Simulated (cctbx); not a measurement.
# From intensities to atoms

Cell a = 4.4200 Å, b = 4.4200 Å, c = 4.2520 Å, α = 90.00°, β = 90.00°, γ = 90.00°; space group P4/nmm (no. 129, origin choice 1); content Tm2 Cr2.

Simulated single-crystal data (cctbx): Ga Kα, λ = 1.3414 Å, to d = 0.83 Å, 80 % of the full sphere, strongest reflection 40000 counts, noise from counting, a 6 % proportional error and a noise floor of 15 counts (s.d.); no absorption.

1 earlier start (other random phases, and plain and normalised amplitudes in turn) led nowhere (symmetry correlation 0.84).

Charge flipping in P1 on plain amplitudes to 0.83 Å, δ = 1 σ, 10 % of the reflections treated as weak, 400 cycles:

```text
cycle      R  skewness
    0  0.535     0.36
   33  0.246     4.91
   66  0.208     4.66
   99  0.193     4.56
  132  0.188     4.63
  165  0.184     4.74
  198  0.186     4.66
  231  0.171     4.43
  264  0.183     4.63
  297  0.191     4.69
  330  0.165     4.66
  363  0.170     4.66
  396  0.186     4.66
origin shift          correlation  skewness
 0.184  0.531  0.477      0.925      4.65
 0.196  0.042  0.377      0.900      5.01
 0.193  0.047  0.051      0.872      1.57
 0.311 -0.017  0.112      0.838      1.27
taken: symmetry correlation 0.900, skewness 5.01
peak      x       y       z  mult  height/sigma
Q1    0.0000  0.5000  0.3926    2     12.8
Q2    0.0000  0.0000  0.0000    2      8.2
Q3    0.0000  0.5000  0.0721    2      1.9
Q4    0.1564  0.3436  0.2268    8      1.7
Q5    0.0000  0.3175  0.6322    8      0.9
Q6    0.0000  0.0000  0.7131    4      0.8
Q7    0.2500  0.2500  0.0000    4      0.8
```

The origin is taken among those within 0.04 of the best correlation, by the skewness of the map.

It took 0.47 s on 1 thread of Arm Neoverse N1, on a shared host, peak memory 0.07 GiB.

Q: Assign the peaks.

Heights go roughly as Z and multiplicities must add up to the content. First model: Q1 = Tm1 (2 in the cell, height 12.8) and Q2 = Cr1 (2 in the cell, height 8.2). Against the true structure, Q1 is Tm and Q2 is Cr; the other peaks are not atoms.

Least squares on F², isotropic:

```text
Rint 0.045, 59 unique reflections to 0.84 A
cycle     R1     wR2    GooF  max shift (A)
   1  0.0604  0.1945   7.628   0.01539
   2  0.0111  0.0246   0.966   0.00000
final R1 0.0111 wR2 0.0246 GooF 0.966  parameters 3  data/parameter 19.7
atom        x        y        z      Ueq    occ   su(xyz)  su(Uiso or U11)
Tm1    0.00000  0.50000  0.39622   0.0131  1.000  0.00008  0.0002
Cr1    0.00000  0.00000  0.00000   0.0131  1.000  0.00000  0.0003
difference map: max 0.35 min -0.58 rms 0.15
Q1    0.0000  0.2673  0.9190    8    0.36  1.23 A from Cr1
Q2    0.1002  0.3998  0.6924    8    0.36  1.41 A from Tm1
Q3    0.0000  0.3390  0.3057    8    0.29  0.81 A from Tm1
Q4    0.0000  0.1473  0.6954    8    0.28  1.45 A from Cr1
Q5    0.0000  0.1485  0.0892    8    0.27  0.76 A from Cr1
```

Anisotropic refinement:

```text
Rint 0.045, 59 unique reflections to 0.84 A
cycle     R1     wR2    GooF  max shift (A)
   1  0.0111  0.0246   0.984   0.00002
   2  0.0102  0.0220   0.880   0.00000
final R1 0.0102 wR2 0.0220 GooF 0.880  parameters 5  data/parameter 11.8
atom        x        y        z      Ueq    occ   su(xyz)  su(Uiso or U11)
Tm1    0.00000  0.50000  0.39623   0.0132  1.000  0.00008  0.0002
Cr1    0.00000  0.00000  0.00000   0.0132  1.000  0.00000  0.0004
difference map: max 0.35 min -0.46 rms 0.14
Q1    0.0000  0.2687  0.9118    8    0.36  1.25 A from Cr1
Q2    0.1083  0.3917  0.6988    8    0.33  1.45 A from Tm1
Q3    0.0000  0.1563  0.0804    8    0.31  0.77 A from Cr1
Q4    0.0000  0.1288  0.6953    8    0.28  1.42 A from Cr1
Q5    0.0000  0.3295  0.2979    8    0.27  0.86 A from Tm1
Q6    0.0000  0.5000  0.2502    2    0.25  0.62 A from Tm1
```

**Reading.** The refinement ends at R1 = 0.0102, wR2 = 0.0220, GooF = 0.88, with difference density between -0.46 and 0.35 e/Å³. Every site matches the true model in element, within 0.001 Å r.m.s., up to an allowed shift of origin.

True model:

| atom | mult. | x | y | z | Ueq (Å²) |
| --- | --- | --- | --- | --- | --- |
| Tm1 | 2 | 1/2 | 0 | 0.6037 | 0.0133 |
| Cr1 | 2 | 1/2 | 1/2 | 0 | 0.0131 |

The model was made for the exercise: a known structure type with other elements put in, its volume estimated, not relaxed; displacement parameters are assumed.

[Middle refinement cycles are left out of these outputs.]

[Logs are printed without paths, hosts, clocks, repeated set-up lines and the standing remarks that a program may print on its own settings, such as how far it seeks lower states.]
